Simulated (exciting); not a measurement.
# S L₂,₃-edge absorption of CdS (Hawleyite), all-electron BSE, part 3 of 3

Aim: the S L₂,₃ absorption edge of CdS (Hawleyite) with the electron–hole interaction treated explicitly, and what each term of the kernel does.

exciting sodium; X-ray absorption, core-level Bethe-Salpeter equation, exchange and statically screened direct term, Tamm-Dancoff, all-electron LAPW+lo PBE.

So far. Step 6 (Exchange alone): Maxima (height): 6.1 eV (0.33), 12.5 eV (0.81), 14.3 eV (0.80), 15.6 eV (0.82) and 19.3 eV (0.91); 1 lower ones aren't listed. Against the independent-particle run the r.m.s. difference is 4 %. Step 7 (Direct term alone): Maxima (height): 10.4 eV (1.04), 11.6 eV (1.00), 13.5 eV (0.82), 14.9 eV (0.76) and 17.7 eV (0.76); 4 lower ones aren't listed. Against the singlet run the r.m.s. difference is 5 %. The highest maximum lies at 10.4 eV (1.04), against 10.5 eV (1.00).

**9. A changed run**

In this try the input is made faulty on purpose, to show what that does.

input.xml reads:

```
<input>
  <title>CdS</title>
  <structure speciespath="." autormt="false" epslat="1.0e-5">
    <crystal>
      <basevect>0.0000000000 5.5113862415 5.5113862415</basevect>
      <basevect>5.5113862415 0.0000000000 5.5113862415</basevect>
      <basevect>5.5113862415 5.5113862415 0.0000000000</basevect>
    </crystal>
    <species speciesfile="Cd.xml" rmt="2.300">
      <atom coord="0.0000000000 0.0000000000 0.0000000000"/>
    </species>
    <species speciesfile="S.xml" rmt="2.300">
      <atom coord="0.7500000000 0.7500000000 0.7500000000"/>
    </species>
  </structure>
  <groundstate do="skip" xctype="GGA_PBE" ngridk="4 4 4" rgkmax="7" gmaxvr="14" nempty="8" swidth="0.001" maxscl="100" epsengy="1e-5"/>
  <xs xstype="BSE" ngridk="4 4 4" ngridq="4 4 4" vkloff="0.097 0.273 0.493" rgkmax="7" nempty="5" gqmax="3" lmaxapwwf="5" lmaxemat="3" broad="0.01654" tevout="true">
    <energywindow intv="5.069 6.733" points="452"/>
    <screening screentype="full" nempty="42"/>
    <BSE xas="true" xasspecies="2" xasatom="1" xasedge="L23" bsetype="singlet" nstlxas="1 1"/>
    <qpointset>
      <qpoint>0 0 0</qpoint>
    </qpointset>
    <plan>
      <doonly task="writepmatxs"/>
      <doonly task="scrcoulint"/>
    </plan>
  </xs>
</input>
```

input.xml for the exchange start (cutoff and plan only) reads:

```
  gqmax="2.5"
  <plan>
    <doonly task="exccoulint"/>
  </plan>
```

input.xml for the last start (plan only) reads:

```
  <plan>
    <doonly task="bse"/>
  </plan>
```

The run is started by

```sh
> OMP_NUM_THREADS=1 mpirun -n 2 exciting
> OMP_NUM_THREADS=1 mpirun -n 2 exciting
> OMP_NUM_THREADS=2 exciting
```

Numbers of over 12 decimals in the logs are rounded to 6 here.

What it wrote:

```text
| EXCITING SODIUM started for task writepmatxs ( 320)                          =
Info(writepmatxs): Momentum matrix elements finished
| EXCITING SODIUM started for task scrcoulint ( 440)                           =
Info(scrcoulintlauncher): Setting up screened Coulomb interaction matrix W.
Info(scrcoulintlauncher): Using momentum transfer vectors from list :   1 to  1
Info(scrcoulintlauncher): Calculating screened Coulomb interaction matrix W
Info(scrcoulintlauncher): Momentum transfer list index: iqmt=  1
[...]
Info(setup_bse_block): Setting up RR part of hamiltonian
Info(setup_bse_block): Singlet spin state
Info(bse): Diagonalizing RR Hamiltonian (TDA)
Info(bse): Invoking Lapack routine ZHEEVR
       384 eigen solutions found in the interval:
         i1=       1 i2=     384
Info(bse): Writing excition energies and oscillator strengths to text file.
Info(makespectrum_dist): Making spectrum using formula for coupling with time reversed AR basis.
Info(makespectrum_dist): Using formalism for vanishing momentum transfer.
Info(writederived): Writing quantities derived from the macroscopic dielectric function.
Info(bselauncher): Spectrum finished for iqmt=  1
Info(bselauncher): All done for BSE type singlet
```

Wall time 3.7 min (2 MPI ranks of Arm Neoverse V1, shared host).

Wall time by task: writepmatxs 5 s, scrcoulint 2.7 min, exccoulint 49 s, bse 1 s.

The input has a fault: far too few conduction bands in the BSE. Against the singlet run the r.m.s. difference is 99 %. The highest maximum lies at 2.0 eV (0.12), against 10.5 eV (1.00). The first bright state moves from 0.21 to 0.24 eV. Transitions to the missing bands are absent and can't mix into the lines that are left.

| E (eV) | first run | this run |
| --- | --- | --- |
| -3.0 | 0.02 | 0.00 |
| -2.0 | 0.02 | 0.01 |
| -1.0 | 0.04 | 0.01 |
| 0.0 | 0.11 | 0.05 |
| 1.0 | 0.22 | 0.11 |
| 2.0 | 0.29 | 0.12 |
| 3.0 | 0.29 | 0.09 |
| 4.0 | 0.35 | 0.04 |
| 5.0 | 0.46 | 0.01 |
| 6.0 | 0.43 | 0.01 |
| 7.0 | 0.43 | 0.00 |
| 8.0 | 0.53 | 0.00 |
| 9.0 | 0.63 | 0.00 |
| 10.0 | 0.91 | 0.00 |
| 11.0 | 0.93 | 0.00 |
| 12.0 | 0.93 | 0.00 |
| 13.0 | 0.77 | 0.00 |
| 14.0 | 0.76 | 0.00 |
| 15.0 | 0.77 | 0.00 |
| 16.0 | 0.63 | 0.00 |
| 17.0 | 0.67 | 0.00 |
| 18.0 | 0.78 | 0.00 |
| 19.0 | 0.70 | 0.00 |
| 20.0 | 0.59 | 0.00 |
| 21.0 | 0.59 | 0.00 |

**10. Ground state with other settings**

In this try the input is made faulty on purpose, to show what that does.

input.xml reads:

```
<input>
  <title>CdS</title>
  <structure speciespath="." autormt="false" epslat="1.0e-5">
    <crystal>
      <basevect>0.0000000000 5.5113862415 5.5113862415</basevect>
      <basevect>5.5113862415 0.0000000000 5.5113862415</basevect>
      <basevect>5.5113862415 5.5113862415 0.0000000000</basevect>
    </crystal>
    <species speciesfile="Cd.xml" rmt="2.300">
      <atom coord="0.0000000000 0.0000000000 0.0000000000"/>
    </species>
    <species speciesfile="S.xml" rmt="2.300">
      <atom coord="0.7500000000 0.7500000000 0.7500000000"/>
    </species>
  </structure>
  <groundstate do="fromscratch" xctype="GGA_PBE" ngridk="4 4 4" rgkmax="7" gmaxvr="14" nempty="8" swidth="0.001" maxscl="3" epsengy="1e-5"/>
</input>
```

SPECIES.xml, added lines reads:

```
<lo l="L">  <!-- L = 0, 1, 2 -->
  <wf matchingOrder="0" trialEnergy="0.1500" searchE="false"/>
  <wf matchingOrder="1" trialEnergy="0.1500" searchE="false"/>
  <wf matchingOrder="0" trialEnergy="0.9000" searchE="false"/>
</lo>
```

The run is started by

```sh
> OMP_NUM_THREADS=1 mpirun -n 2 exciting
```

What it wrote:

```text
EXCITING SODIUM started
********************************************************************************
* Ground-state run starting from atomic densities                              *
********************************************************************************
+ Starting initialization                                                      +
[... lattice and species ...]
 Spin treatment                             :    spin-unpolarised
 Number of Bravais lattice symmetries       :      48
 Number of crystal symmetries               :      24
 k-point grid                               :       4    4    4
 Total number of k-points                   :      10
 k-point set is reduced with crystal symmetries
 R^MT_min * |G+k|_max (rgkmax)              :       7.00000000
 Species with R^MT_min                      :       1 (Cd)
 Maximum |G+k| for APW functions            :       3.04347826
 Maximum |G| for potential and density      :      14.00000000
 G-vector grid sizes                        :      36    36    36
 Total number of G-vectors                  :   15593
 Maximum angular momentum used for
     APW functions                          :       8
     computing H and O matrix elements      :       8
     potential and density                  :       8
     inner part of muffin-tin               :       2
 Total nuclear charge                       :     -64.00000000
 Total electronic charge                    :      64.00000000
 Total core charge                          :      40.00000000
 Total valence charge                       :      24.00000000
 Number of empty states                     :       8
 Total number of valence states             :      21
 Maximum Hamiltonian size                   :     203
 Maximum number of plane-waves              :     169
 Total number of local-orbitals             :      34
 Exchange-correlation type                  :      20
     Perdew-Burke-Ernzerhof, Phys. Rev. Lett. 77, 3865 (1996)
     Generalised gradient approximation (GGA)
 Smearing scheme                            :    Gaussian
 Smearing width                             :       0.00100000
 Using multisecant Broyden potential mixing
+ Ending initialization                                                        +
********************************************************************************
* Groundstate module started                                                   *
********************************************************************************
 Output level for this task is set to normal
+ Self-consistent loop started                                                 +
 Density and potential initialised from atomic data
+ SCF iteration number :    1                                                  +
 Total energy                               :     -5992.26912023
[...]
Total energy                               :     -5994.77133849
 _______________________________________________________________
 Fermi energy                               :         0.11862690
 Kinetic energy                             :      6269.44698942
 Coulomb energy                             :    -12083.74150029
 Exchange energy                            :      -177.27560257
 Correlation energy                         :        -3.20122505
 DOS at Fermi energy (states/Ha/cell)       :         0.00000000
 Electron charges :
     core                                   :        40.00000000
     core leakage                           :         0.00123095
     valence                                :        24.00000000
     interstitial                           :         3.10098209
     charge in muffin-tin spheres :
                  atom     1    Cd          :        45.91007041
                  atom     2     S          :        14.98894749
     total charge in muffin-tins            :        60.89901791
     total charge                           :        64.00000000
 Estimated fundamental gap                  :         0.05182856
        valence-band maximum at    1      0.0000  0.0000  0.0000
     conduction-band minimum at    1      0.0000  0.0000  0.0000
 RMS change in effective potential (target) :  0.835401E-01  ( 0.100000E-05)
 Absolute change in total energy   (target) :   2.50222      ( 0.100000E-04)
 Charge distance                   (target) :  0.604181E-02  ( 0.100000E-04)
+ Reached self-consistent loops maximum :    3                                 +
 Total energy                               :     -5995.17675679
 _______________________________________________________________
 Fermi energy                               :         0.12063053
 Kinetic energy                             :      6268.82860800
 Coulomb energy                             :    -12083.54821770
 Exchange energy                            :      -177.25516261
 Correlation energy                         :        -3.20198448
 DOS at Fermi energy (states/Ha/cell)       :         0.00000000
 Electron charges :
     core                                   :        40.00000000
     core leakage                           :         0.00122708
     valence                                :        24.00000000
     interstitial                           :         3.14989449
     charge in muffin-tin spheres :
                  atom     1    Cd          :        45.94807291
                  atom     2     S          :        14.90203260
     total charge in muffin-tins            :        60.85010551
     total charge                           :        64.00000000
 Estimated fundamental gap                  :         0.04494498
        valence-band maximum at    1      0.0000  0.0000  0.0000
     conduction-band minimum at    1      0.0000  0.0000  0.0000
+ Self-consistent loop stopped                                                 +
 STATE.OUT is written
********************************************************************************
* Groundstate module stopped                                                   *
********************************************************************************
 Total time spent (seconds)                 :         3.78
- CAUTION! Warnings have been written in file WARNING.OUT !                    -
| EXCITING SODIUM stopped                                                      =
```

The job ended after 4.5 s (2 MPI ranks).

No converged result was reached; the numbers in the log don't describe the system.

The fault put into the input: the self-consistent loop is cut at three steps.

**11. From independent particles to the full kernel**

```
      level  curve passes 0.15 (eV)  highest maximum (eV)  its height
         IP                     2.5                  19.2        0.91
        RPA                     2.6                  19.3        0.91
direct only                     0.2                  10.4        1.04
    singlet                     0.3                  10.5        1.00
```

```csv
E (eV),IP,RPA,direct only,singlet
-2.0,0.01,0.01,0.02,0.02
-1.0,0.01,0.01,0.04,0.04
0.0,0.02,0.02,0.12,0.11
1.0,0.05,0.04,0.23,0.22
2.0,0.11,0.11,0.31,0.29
3.0,0.19,0.18,0.31,0.29
4.0,0.21,0.20,0.38,0.35
5.0,0.22,0.21,0.50,0.46
6.0,0.34,0.32,0.45,0.43
7.0,0.31,0.30,0.46,0.43
8.0,0.29,0.28,0.57,0.53
9.0,0.37,0.35,0.68,0.63
10.0,0.43,0.39,0.97,0.91
11.0,0.66,0.61,0.95,0.93
12.0,0.76,0.71,0.92,0.93
13.0,0.78,0.75,0.77,0.77
14.0,0.79,0.76,0.74,0.76
15.0,0.74,0.72,0.75,0.77
16.0,0.77,0.77,0.62,0.63
17.0,0.70,0.69,0.66,0.67
18.0,0.74,0.72,0.75,0.78
19.0,0.88,0.87,0.66,0.70
20.0,0.83,0.85,0.56,0.59
21.0,0.82,0.84,0.56,0.59
```

**12. Summary of results**

| Quantity | Value |
| --- | --- |
| absorber and edge | S L₂,₃, atom 2 |
| surroundings | 4 Cd at 2.53 Å (tetrahedral, site symmetry -43m) |
| first bright state | 0.21 eV from the Kohn–Sham onset, on this mesh |
| highest maximum | 10.5 eV |
| cost of the BSE run | 27 min on 2 MPI ranks of Arm Neoverse V1, shared host; the last task ran on as many threads |

In words: Is a core exciton bound? Undecided on this mesh: the first bright state (over 5 % of the brightest) lies at 0.21 eV from the Kohn–Sham onset and at -0.54 eV from the lowest bare transition of its own mesh. Changing the half width (eV) from 0.45 to 1.35 alters the spectrum by 11 % r.m.s. Exchange alone changes the independent-particle spectrum by 4 % r.m.s. Leaving exchange out of the full kernel changes the spectrum by 5 % r.m.s. A mesh of 64 points doesn't converge binding energies, and fine structure above the first lines is partly noise of the mesh. The kernel cutoff is low for a compact core orbital, so the effect of exchange is a lower bound. The zero comes from the unshifted 4×4×4 ground-state mesh; it is exact only where the band minimum lies on that mesh. The conduction states carry no spin here, so the exchange coupling to the spinor core hole is only partly held. The Kohn–Sham onset, 150 eV, is no photon energy (tabulated edge of the element: 162.5 eV): the scale needs a rigid shift. No quasiparticle correction widens the gap or stretches the bands. Vibrations and energy-dependent lifetimes are left out. The structure is a published determination, not relaxed.

[Banner, clock and machine lines of the logs are left out without a mark of their own.]

[Logs are printed without paths, hosts, clocks, repeated set-up lines and the standing remarks that a program may print on its own settings, such as how far it seeks lower states.]

[Hosts, paths, dates, database ids (printed as entryN), source tags and the programs' standing remarks are cut or masked in the printed files.]
